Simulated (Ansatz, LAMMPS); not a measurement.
# Compressing and expanding annealed Voronoi polycrystal of C with 5 % Si on C sites (3 grains at the start) (234 atoms)

Aim: relax annealed Voronoi polycrystal of C with 5 % Si on C sites (3 grains at the start) (234 atoms), then change its volume to read the bulk modulus from the stress.

Method: Kohn-Sham DFT, LDA, PAW (set soft_2), plane waves, in Ansatz 0.2.0.

**1. The structure**

The cell holds 234 atoms: 222 C and 12 Si. Its edges and angles: a = 13.634 Å, b = 12.026 Å, c = 11.425 Å, α = 90.0°, β = 90.0°, γ = 90.0°. It derives from C and Si (diamond C). 3 grains of diamond C (a = 3.566 Å), 5 % of C replaced at random by Si at random centres and orientations, cut by Voronoi cells in a periodic box, atoms closer than 1.11 Å removed; annealed 20 ps at 3040 K with the Tersoff potential (Tersoff, Phys. Rev. B 39, 5566 (1989)), cooled to 300 K. Minimised at fixed cell.

What the set-up can't give: The network of bonds at the start is that of the classical potential that made the cell, and needn't be the one that DFT or experiment would give. Only the Γ point is sampled.

**2. Single point at the start**

A single point comes first, to see the forces before anything moves.

The input, input.yaml:

```yaml
crystal:
  lattice:
    - [13.6341, 0.0, 0.0]
    - [0.0, 12.02637, 0.0]
    - [0.0, 0.0, 11.42499]
  atoms:
    - { symbol: C, position: [0.96906, 0.3071, 0.35491] }
    - { symbol: C, position: [0.04062, 0.12494, 0.17162] }
    - { symbol: C, position: [0.67264, 0.42339, 0.50158] }
    - { symbol: C, position: [0.73051, 0.33967, 0.44052] }
    - { symbol: C, position: [0.64294, 0.22092, 0.7108] }
    - { symbol: C, position: [0.64911, 0.11507, 0.64974] }
    - { symbol: Si, position: [0.68083, 0.19685, 0.4223] }
    - { symbol: C, position: [0.78738, 0.2028, 0.54034] }
    - { symbol: C, position: [0.85479, 0.10877, 0.5374] }
    - { symbol: C, position: [0.63109, 0.33619, 0.11707] }
    - { symbol: C, position: [0.82759, 0.48016, 0.30709] }
    - { symbol: C, position: [0.93067, 0.49007, 0.25822] }
    - { symbol: C, position: [0.00354, 0.28854, 0.05218] }
    - { symbol: C, position: [0.80105, 0.36776, 0.34791] }
    - { symbol: C, position: [0.87172, 0.28425, 0.31698] }
    - { symbol: C, position: [0.69642, 0.25081, 0.06589] }
    - { symbol: C, position: [0.80593, 0.24818, 0.09817] }
    - { symbol: C, position: [0.00308, 0.41638, 0.31411] }
    - { symbol: C, position: [0.05731, 0.24239, 0.16117] }
    - { symbol: C, position: [0.92075, 0.53356, 0.01839] }
    - { symbol: C, position: [0.88794, 0.28636, 0.01669] }
    - { symbol: C, position: [0.98037, 0.14036, 0.95916] }
    - { symbol: Si, position: [0.47671, 0.17462, 0.26117] }
    - { symbol: C, position: [0.3642, 0.05696, 0.41554] }
    - { symbol: C, position: [0.5178, 0.08613, 0.49761] }
    - { symbol: C, position: [0.61999, 0.10792, 0.52348] }
    - { symbol: C, position: [0.77912, 0.08996, 0.33975] }
    - { symbol: C, position: [0.47053, 0.0616, 0.37374] }
    - { symbol: C, position: [0.40186, 0.09887, 0.15521] }
    - { symbol: C, position: [0.44461, 0.99604, 0.11414] }
    - { symbol: C, position: [0.60861, 0.16444, 0.26965] }
    - { symbol: C, position: [0.65225, 0.07514, 0.20356] }
    [... 196 atom lines left out ...]
    - { symbol: C, position: [0.7531, 0.713, 0.72918] }
    - { symbol: C, position: [0.01549, 0.63895, 0.59347] }
    - { symbol: C, position: [0.95269, 0.54946, 0.55784] }
    - { symbol: C, position: [0.88916, 0.51094, 0.76052] }
    - { symbol: C, position: [0.86967, 0.50436, 0.63114] }
    - { symbol: Si, position: [0.75056, 0.60344, 0.61189] }
kpoints:
  mp_grid: { grid: [1, 1, 1] }
hamiltonian:
  xc: lda
scf:
  occupations: { method: fermi_dirac, width: 0.025 }
output:
  forces: true
```

Started as:

```
ansatz run input.yaml --threads 4 --pin off --max-ram 8192MiB --backend cpu --events-out ev --progress --plain --runs-dir out
```

The log of the run:

```text
Engine: ansatz 0.2.0, x86_64-unknown-linux-gnu
Pseudopotentials: kind: paw
Pseudopotential: C, paw, valence charge 4, recommended cutoff 420 eV (normal), C.paw.azcp
Pseudopotential: Si, paw, valence charge 4, recommended cutoff 420 eV (normal), Si.paw.azcp
[... 3 lines on functional and potentials left out ...]
Crystal: 234 atoms, lattice volume = 1873.341 Å³
Basis set: ecut = 420 eV, 36595 PW (Γ)
Bands: 702, of which v1, the nominal top of the filled ones, is band 468 counted from 1 (467 counted from 0)
Symmetry: 1 space group operations
Space group: P1 (ITA 1), of the structure as read, at distance tolerance 1.2e-4 Å
k-points: 1
[... 7 lines on functional and potentials left out ...]
Initial density: superposition of atomic densities (neutral atoms: chi_scale 0, normalization atom), corrected by the library's trained network
Initial wavefunctions: pseudopotential atomic-orbital guess
Functional: x = slater, c = lda
SCF iter   1: F=—  HF=-61022.872109 eV  |F-HF|=—  |Δ(HF+E_count)|=         —  Δρ=1.75e-2  dr2=1.56e1  ethr=1.77e-3  ⟨swp⟩=6.0  Hψ=3148  notcnv=0  defer=114
preconditioner: auto → Resta (q_TF=auto, 2.430 Å⁻¹)  ε∞=4.7  [insulator: Δε(μ)=0.105 eV  Ē_g=13.591 eV  σ=0.025 eV  W_gap=0.78  n_scr=462 (ndim 8)  ℏωp=26.2 eV  f_vac=0.009  D(μ)=24.43/eV (n_scr^D=118)  ε∞_Penn≈4.7]
SCF iter   2: F=—  HF=-61021.457340 eV  |F-HF|=—  |Δ(HF+E_count)|=    1.41e0  Δρ=7.40e-3  dr2=2.05e0  ethr=1.67e-3  ⟨swp⟩=1.0  Hψ=808  notcnv=0  defer=119
SCF iter   3: F=—  HF=-61021.139019 eV  |F-HF|=—  |Δ(HF+E_count)|=   3.18e-1  Δρ=2.01e-3  dr2=8.02e-2  ethr=2.19e-4  ⟨swp⟩=2.0  Hψ=580  notcnv=0  defer=203
SCF iter   4: F=—  HF=-61021.128195 eV  |F-HF|=—  |Δ(HF+E_count)|=   1.08e-2  Δρ=4.99e-4  dr2=7.12e-3  ethr=8.57e-6  ⟨swp⟩=2.0  Hψ=807  notcnv=0  defer=43
automatic band count: iteration 4 solves 542 bands in place of 702: the levels show a gap, and the empty bands left out lie too high to hold charge; the band table lists the bands solved (type scf.n_extra_bands for more)
SCF iter   5: F=—  HF=-61021.127638 eV  |F-HF|=—  |Δ(HF+E_count)|=   5.57e-4  Δρ=1.53e-4  dr2=5.77e-4  ethr=7.60e-7  ⟨swp⟩=3.0  Hψ=987  notcnv=0  defer=43
SCF iter   6: F=—  HF=-61021.127612 eV  |F-HF|=—  |Δ(HF+E_count)|=   2.56e-5  Δρ=6.06e-5  dr2=1.53e-4  ethr=6.16e-8  ⟨swp⟩=3.0  Hψ=1009  notcnv=0  defer=43
SCF iter   7: F=—  HF=-61021.127618 eV  |F-HF|=—  |Δ(HF+E_count)|=   5.97e-6  Δρ=1.89e-5  dr2=1.03e-5  ethr=1.63e-8  ⟨swp⟩=2.0  Hψ=518  notcnv=0  defer=43
SCF iter   8: F=—  HF=-61021.129178 eV  |F-HF|=—  |Δ(HF+E_count)|=   1.56e-3  Δρ=7.48e-6  dr2=2.39e-6  ethr=1.10e-9  ⟨swp⟩=2.0  Hψ=816  notcnv=0  defer=43
SCF iter   9: F=—  HF=-61021.129177 eV  |F-HF|=—  |Δ(HF+E_count)|=   1.96e-8  Δρ=2.13e-6  dr2=2.18e-7  ethr=2.55e-10  ⟨swp⟩=2.0  Hψ=517  notcnv=0  defer=43
SCF iter  10: F=-61021.129177 eV  HF=-61021.129177 eV  |F-HF|=9.90e-9  |Δ(HF+E_count)|=   5.29e-9  Δρ=6.93e-7  dr2=1.79e-8  ethr=1.07e-11  ⟨swp⟩=3.0  Hψ=1460  notcnv=0
SCF 1 converged in 10 iterations: F = -61021.129177 eV  dr2 = 1.79e-8
  greatest PAW one-centre occupation: 0.679 electrons in one spin orbital (limit 2), on the C atom at site 230 (counted from 0), in its partial waves of l = 0
SCF converged after 10 iterations
Free energy (F): -61021.129177 eV
Harris-Foulkes:  -61021.129177 eV  (|F-HF|=9.90e-9)
Internal energy: -61021.007852 eV  (E = F + TS)
E sigma→0 (E₀):  -61021.068515 eV
Entropy (-TS):   -0.121326 eV (-0.518 meV/atom)
Fermi energy:    8.743154 eV
--- Per-component energies (eV) ---
  E_band       = 229.394455
  E_kinetic    = 20301.224532
  E_local      = -28703.433922  (includes V_loc(G=0)·N_el)
  E_nonlocal   = 6522.969357
  E_hartree    = 8672.571846
  E_xc         = -11144.208058
  E_vxc        = -13600.175647  (∫ρ·V_xc dr)
  E_paw        = -26149.147627  (= ΣΔE_a)
  E_vpaw       = -1636.337727  (= ΣTr[D̂ρ^β])
  E_aug_tail   = 0.001941  (compensation charges beyond the density's cutoff)
  E_ewald      = -30535.946706
  E_core_change = 14.960785  (= ΣΔE_core)
  E_smearing   = -0.121326  (= −TS)
  E_closure    = -0.000000  (closes the sum)
  Σ components = -61021.129177   (vs F -61021.129177, Δ=0.00e0)
--- Forces (eV/Å), atoms counted from 1 ---
  atom   1  C     -0.17672342     3.78525525     0.07004926
  atom   2  C      1.46071494     1.68210696     1.07328584
  atom   3  C      1.84999457    -0.02759689     2.54689665
  atom   4  C      2.18080882     1.01411580    -2.78644527
  atom   5  C     -0.47109756    -1.19562681    -0.21738842
  atom   6  C     -0.02984248     0.81872613    -1.17592749
  atom   7  Si    -0.24407690    -1.40662916    -2.96845678
  atom   8  C      1.78408815     0.27519142     3.39883878
  atom   9  C     -1.00643571    -0.92314431    -2.51157985
  atom  10  C      0.74248568     1.05308150     0.56672722
  atom  11  C      1.26290264     0.31025547    -1.00596618
  atom  12  C     -0.51620755     0.41287607    -1.09124991
  atom  13  C     -2.17884587    -1.25138631    -0.67953686
  atom  14  C     -0.41406627     1.23118894     1.13020535
[...]
atom 233  C      2.21911910    -1.05701734     0.31767381
  atom 234  Si    -0.82148428     1.02647164    -1.73170152
  max |Σ_I F_I| component: 4.11e-5 eV/Å
```

Elapsed: 9.9 s, on 4 threads of AMD EPYC 9R45, shared host; peak memory 3.2 GiB; 38 s of CPU time.

The r.m.s. force at the start is 1.4 eV/Å.

**3. Cell and atoms relaxed**

The cell is relaxed with the atoms, since the starting lattice needn't suit this functional.

The input, input.yaml:

```yaml
crystal:
  lattice:
    - [13.6341, 0.0, 0.0]
    - [0.0, 12.02637, 0.0]
    - [0.0, 0.0, 11.42499]
  atoms:
    [... the 234 atom lines of step 2 ...]
kpoints:
  mp_grid: { grid: [1, 1, 1] }
hamiltonian:
  xc: lda
scf:
  occupations: { method: fermi_dirac, width: 0.025 }
output:
  forces: true
relax:
  f_tol: 0.05
  max_steps: 150
  cell: {}
```

The log of the run:

```text
[...]
Crystal: 234 atoms, lattice volume = 1873.341 Å³
Basis set: ecut = 420 eV, 36595 PW (Γ)
Bands: 702, of which v1, the nominal top of the filled ones, is band 468 counted from 1 (467 counted from 0)
Symmetry: 1 space group operations
[...]
k-points: 1
[...]
SCF iter   1: F=—  HF=-61022.872108 eV  |F-HF|=—  |Δ(HF+E_count)|=         —  Δρ=1.75e-2  dr2=1.56e1  ethr=1.77e-3  ⟨swp⟩=6.0  Hψ=3148  notcnv=0  defer=114
[...]
SCF iter   9: F=—  HF=-61021.129177 eV  |F-HF|=—  |Δ(HF+E_count)|=   2.99e-8  Δρ=2.14e-6  dr2=2.23e-7  ethr=2.54e-10  ⟨swp⟩=2.0  Hψ=517  notcnv=0  defer=203
SCF iter  10: F=-61021.129177 eV  HF=-61021.129177 eV  |F-HF|=9.54e-9  |Δ(HF+E_count)|=   3.38e-9  Δρ=6.87e-7  dr2=1.75e-8  ethr=1.07e-11  ⟨swp⟩=3.0  Hψ=1616  notcnv=0
SCF 1 converged in 10 iterations: F = -61021.129177 eV  dr2 = 1.75e-8
[...]
relax step   1: F+E_penalty+E_count = -61021.12917748 eV  Δ(F+E_penalty+E_count) = +0.000e0 eV  max|allowed force component| = 6.272e0 eV/Å  Δτ_max = 0.0000 Å  P = -14.430 GPa  Ω = 1873.341 Å³  (10 SCF iters, dr2 threshold 1.00e-7 eV, accepted)
[... from here on, the SCF cycles and remarks between the steps are left out ...]
relax step   2: F+E_penalty+E_count = -61045.15676077 eV  Δ(F+E_penalty+E_count) = -2.403e1 eV  max|allowed force component| = 2.799e0 eV/Å  Δτ_max = 0.1989 Å  P = -6.716 GPa  Ω = 1826.666 Å³  energy of the carried Pulay correction = +2.340e-1 eV  (7 SCF iters, dr2 threshold 2.34e-5 eV, accepted)
relax step   3: F+E_penalty+E_count = -61053.58411467 eV  Δ(F+E_penalty+E_count) = -8.427e0 eV  max|allowed force component| = 2.103e0 eV/Å  Δτ_max = 0.1975 Å  P = +1.362 GPa  Ω = 1785.679 Å³  energy of the carried Pulay correction = +4.444e-1 eV  (7 SCF iters, dr2 threshold 2.34e-5 eV, accepted)
relax step   4: F+E_penalty+E_count = -61056.53539452 eV  Δ(F+E_penalty+E_count) = -2.951e0 eV  max|allowed force component| = 2.214e0 eV/Å  Δτ_max = 0.1979 Å  P = +0.252 GPa  Ω = 1793.564 Å³  energy of the carried Pulay correction = +4.036e-1 eV  (6 SCF iters, dr2 threshold 2.34e-5 eV, accepted)
relax step   5: F+E_penalty+E_count = -61058.95656498 eV  Δ(F+E_penalty+E_count) = -2.421e0 eV  max|allowed force component| = 1.456e0 eV/Å  Δτ_max = 0.1918 Å  P = +0.691 GPa  Ω = 1791.187 Å³  energy of the carried Pulay correction = +4.159e-1 eV  (7 SCF iters, dr2 threshold 2.34e-5 eV, accepted)
relax step   6: F+E_penalty+E_count = -61061.24115498 eV  Δ(F+E_penalty+E_count) = -2.285e0 eV  max|allowed force component| = 4.276e0 eV/Å  Δτ_max = 0.2000 Å  P = +0.519 GPa  Ω = 1793.272 Å³  energy of the carried Pulay correction = +4.051e-1 eV  (8 SCF iters, dr2 threshold 2.34e-5 eV, accepted)
relax step   7: F+E_penalty+E_count = -61063.35054444 eV  Δ(F+E_penalty+E_count) = -2.109e0 eV  max|allowed force component| = 1.357e0 eV/Å  Δτ_max = 0.1950 Å  P = -0.210 GPa  Ω = 1798.787 Å³  energy of the carried Pulay correction = +3.766e-1 eV  (8 SCF iters, dr2 threshold 2.34e-5 eV, accepted)
relax step   8: F+E_penalty+E_count = -61064.90517918 eV  Δ(F+E_penalty+E_count) = -1.555e0 eV  max|allowed force component| = 2.444e0 eV/Å  Δτ_max = 0.2000 Å  P = -0.163 GPa  Ω = 1798.105 Å³  energy of the carried Pulay correction = +3.801e-1 eV  (9 SCF iters, dr2 threshold 2.34e-5 eV, accepted)
relax step   9: F+E_penalty+E_count = -61065.86930078 eV  Δ(F+E_penalty+E_count) = -9.641e-1 eV  max|allowed force component| = 1.265e0 eV/Å  Δτ_max = 0.0789 Å  P = -0.361 GPa  Ω = 1797.354 Å³  energy of the carried Pulay correction = +3.840e-1 eV  (9 SCF iters, dr2 threshold 2.34e-5 eV, accepted)
relax step  10: F+E_penalty+E_count = -61066.34351210 eV  Δ(F+E_penalty+E_count) = -4.742e-1 eV  max|allowed force component| = 3.383e0 eV/Å  Δτ_max = 0.1116 Å  P = +1.659 GPa  Ω = 1786.086 Å³  energy of the carried Pulay correction = +4.423e-1 eV  (9 SCF iters, dr2 threshold 2.34e-5 eV, accepted)
relax step  11: F+E_penalty+E_count = -61067.81043453 eV  Δ(F+E_penalty+E_count) = -1.467e0 eV  max|allowed force component| = 1.901e0 eV/Å  Δτ_max = 0.1233 Å  P = +0.239 GPa  Ω = 1789.648 Å³  energy of the carried Pulay correction = +4.238e-1 eV  (9 SCF iters, dr2 threshold 2.34e-5 eV, accepted)
relax step  12: F+E_penalty+E_count = -61068.84578851 eV  Δ(F+E_penalty+E_count) = -1.035e0 eV  max|allowed force component| = 2.431e0 eV/Å  Δτ_max = 0.1576 Å  P = -0.289 GPa  Ω = 1791.265 Å³  energy of the carried Pulay correction = +4.155e-1 eV  (9 SCF iters, dr2 threshold 2.34e-5 eV, accepted)
relax step  13: F+E_penalty+E_count = -61070.44979765 eV  Δ(F+E_penalty+E_count) = -1.604e0 eV  max|allowed force component| = 1.732e0 eV/Å  Δτ_max = 0.2000 Å  P = -0.051 GPa  Ω = 1788.175 Å³  energy of the carried Pulay correction = +4.315e-1 eV  (10 SCF iters, dr2 threshold 2.34e-5 eV, accepted)
[...]
relax step  31: F+E_penalty+E_count = -61079.89142019 eV  Δ(F+E_penalty+E_count) = +1.510e-2 eV  max|allowed force component| = 2.009e0 eV/Å  Δτ_max = 0.1767 Å  P = +0.207 GPa  Ω = 1769.977 Å³  energy of the carried Pulay correction = +5.263e-1 eV  (10 SCF iters, dr2 threshold 2.34e-5 eV, rejected (line search))
relax step  32: F+E_penalty+E_count = -61080.14896959 eV  Δ(F+E_penalty+E_count) = -2.424e-1 eV  max|allowed force component| = 6.560e-1 eV/Å  Δτ_max = 0.0857 Å  P = +0.449 GPa  Ω = 1770.068 Å³  energy of the carried Pulay correction = +5.258e-1 eV  (17 SCF iters, accepted)
[...]
relax step  35: F+E_penalty+E_count = -61080.49690423 eV  Δ(F+E_penalty+E_count) = +2.500e-1 eV  max|allowed force component| = 5.090e0 eV/Å  Δτ_max = 0.1907 Å  P = +0.250 GPa  Ω = 1767.783 Å³  energy of the carried Pulay correction = +5.378e-1 eV  (8 SCF iters, dr2 threshold 2.34e-5 eV, rejected (line search))
relax step  36: F+E_penalty+E_count = -61081.02595128 eV  Δ(F+E_penalty+E_count) = -2.791e-1 eV  max|allowed force component| = 8.709e-1 eV/Å  Δτ_max = 0.0953 Å  P = +0.537 GPa  Ω = 1766.760 Å³  energy of the carried Pulay correction = +5.431e-1 eV  (16 SCF iters, accepted)
[...]
relax step  47: F+E_penalty+E_count = -61082.31274787 eV  Δ(F+E_penalty+E_count) = -2.889e-2 eV  max|allowed force component| = 1.211e-1 eV/Å  Δτ_max = 0.0277 Å  P = +0.025 GPa  Ω = 1766.544 Å³  energy of the carried Pulay correction = +5.443e-1 eV  (8 SCF iters, dr2 threshold 6.14e-6 eV, accepted)
relax step  48: F+E_penalty+E_count = -61082.31805912 eV  Δ(F+E_penalty+E_count) = -5.311e-3 eV  max|allowed force component| = 1.024e-1 eV/Å  Δτ_max = 0.0224 Å  P = -0.035 GPa  Ω = 1767.228 Å³  energy of the carried Pulay correction = +5.407e-1 eV  (9 SCF iters, dr2 threshold 9.17e-7 eV, accepted)
relax step  49: F+E_penalty+E_count = -61082.32390790 eV  Δ(F+E_penalty+E_count) = -5.849e-3 eV  max|allowed force component| = 1.921e-1 eV/Å  Δτ_max = 0.0227 Å  P = +0.063 GPa  Ω = 1766.979 Å³  energy of the carried Pulay correction = +5.420e-1 eV  (9 SCF iters, dr2 threshold 6.55e-7 eV, accepted)
relax step  50: F+E_penalty+E_count = -61082.32610015 eV  Δ(F+E_penalty+E_count) = -2.192e-3 eV  max|allowed force component| = 1.181e-1 eV/Å  Δτ_max = 0.0148 Å  P = -0.024 GPa  Ω = 1767.474 Å³  energy of the carried Pulay correction = +5.394e-1 eV  (7 SCF iters, dr2 threshold 2.31e-6 eV, accepted)
relax step  51: F+E_penalty+E_count = -61082.32978949 eV  Δ(F+E_penalty+E_count) = -3.689e-3 eV  max|allowed force component| = 5.506e-2 eV/Å  Δτ_max = 0.0141 Å  P = +0.002 GPa  Ω = 1767.337 Å³  energy of the carried Pulay correction = +5.401e-1 eV  (8 SCF iters, dr2 threshold 8.72e-7 eV, accepted)
relax step  52: F+E_penalty+E_count = -61082.33055831 eV  Δ(F+E_penalty+E_count) = -7.688e-4 eV  max|allowed force component| = 4.410e-2 eV/Å  Δτ_max = 0.0074 Å  P = -0.018 GPa  Ω = 1767.388 Å³  energy of the carried Pulay correction = +5.399e-1 eV  (8 SCF iters, dr2 threshold 1.89e-7 eV, accepted)
relax step  53: F+E_penalty+E_count = -61081.93473924 eV  Δ(F+E_penalty+E_count) = +3.958e-1 eV  max|allowed force component| = 4.260e-2 eV/Å  Δτ_max = 0.0000 Å  P = -0.351 GPa  Ω = 1767.388 Å³  stress off target by 4.79e-1 GPa  SCF on the basis re-selected at this cell (its energy is not comparable with the rows above)  (9 SCF iters)
relax step  54: F+E_penalty+E_count = -61081.95842905 eV  Δ(F+E_penalty+E_count) = -2.369e-2 eV  max|allowed force component| = 7.055e-2 eV/Å  Δτ_max = 0.0074 Å  P = +0.293 GPa  Ω = 1763.194 Å³  energy of the carried Pulay correction = +2.180e-2 eV  (7 SCF iters, dr2 threshold 5.74e-7 eV, accepted)
relax step  55: F+E_penalty+E_count = -61081.95213918 eV  Δ(F+E_penalty+E_count) = +6.290e-3 eV  max|allowed force component| = 1.903e-2 eV/Å  Δτ_max = 0.0013 Å  P = +0.010 GPa  Ω = 1764.834 Å³  energy of the carried Pulay correction = +1.327e-2 eV  (6 SCF iters, dr2 threshold 3.22e-7 eV, accepted)
relax step  56: F+E_penalty+E_count = -61081.93503591 eV  Δ(F+E_penalty+E_count) = +1.710e-2 eV  max|allowed force component| = 1.904e-2 eV/Å  Δτ_max = 0.0000 Å  P = +0.003 GPa  Ω = 1764.834 Å³  stress off target by 8.09e-3 GPa  SCF on the basis re-selected at this cell (its energy is not comparable with the rows above)  (6 SCF iters)
[...]
SCF converged after 6 iterations
Free energy (F): -61081.935036 eV
[...]
Internal energy: -61081.866261 eV  (E = F + TS)
E sigma→0 (E₀):  -61081.900648 eV
Entropy (-TS):   -0.068775 eV (-0.294 meV/atom)
Fermi energy:    9.556987 eV
[...]
Σ components = -61081.935036   (vs F -61081.935036, Δ=0.00e0)
--- Forces (eV/Å), atoms counted from 1 ---
  atom   1  C     -0.00363403    -0.00857674     0.01286785
  atom   2  C     -0.00006259     0.00183347    -0.00042967
  atom   3  C     -0.00239288    -0.00411568    -0.00054148
  atom   4  C     -0.00489131     0.00768849    -0.00919443
[...]
atom 234  Si     0.00043462     0.00011713     0.00129550
  max |Σ_I F_I| component: 9.13e-5 eV/Å
--- Stress (GPa, compression-positive) ---
       -0.002455       0.002249      -0.001211
        0.002249       0.004616       0.001314
       -0.001211       0.001314       0.007579
  P = ⅓ Tr σ = 0.0032 GPa (0.032 kbar)
--- Relaxed structure (54 steps of the walk, 50 accepted, 2 SCFs on fresh bases) ---
  F+E_penalty+E_count = -61081.93503591 eV   max|allowed force component| = 1.904e-2 eV/Å   (the final SCF, on the basis selected at the relaxed cell)
  cell:  # Å, volume = 1764.8336 Å³
    - [13.437459, -0.059330, 0.068153]
    - [-0.052334, 11.566722, -0.104674]
    - [0.057111, -0.099439, 11.356129]
  atoms:
    - { symbol: C, position: [0.968713, 0.344739, 0.363369] }
    - { symbol: C, position: [0.045476, 0.130091, 0.155005] }
    - { symbol: C, position: [0.662307, 0.381402, 0.492449] }
    - { symbol: C, position: [0.742636, 0.314262, 0.428597] }
[...]
- { symbol: Si, position: [0.765955, 0.576403, 0.600149] }
```

Run time: 11 min. Hardware: 4 threads; peak memory 3.4 GiB; 41 min of CPU time.

The relaxation converged after 54 steps, with a largest force component of 0.019 eV/Å.

(Part 1 of 3 ends here.)

[Long decimals in the printed logs are rounded to 6 places.]

[Logs are printed without paths, hosts, clocks, repeated set-up lines and the standing remarks that a program may print on its own settings, such as how far it seeks lower states.]

[Hosts, paths, dates, database ids (printed as entryN), source tags and the programs' standing remarks are cut or masked in the printed files.]
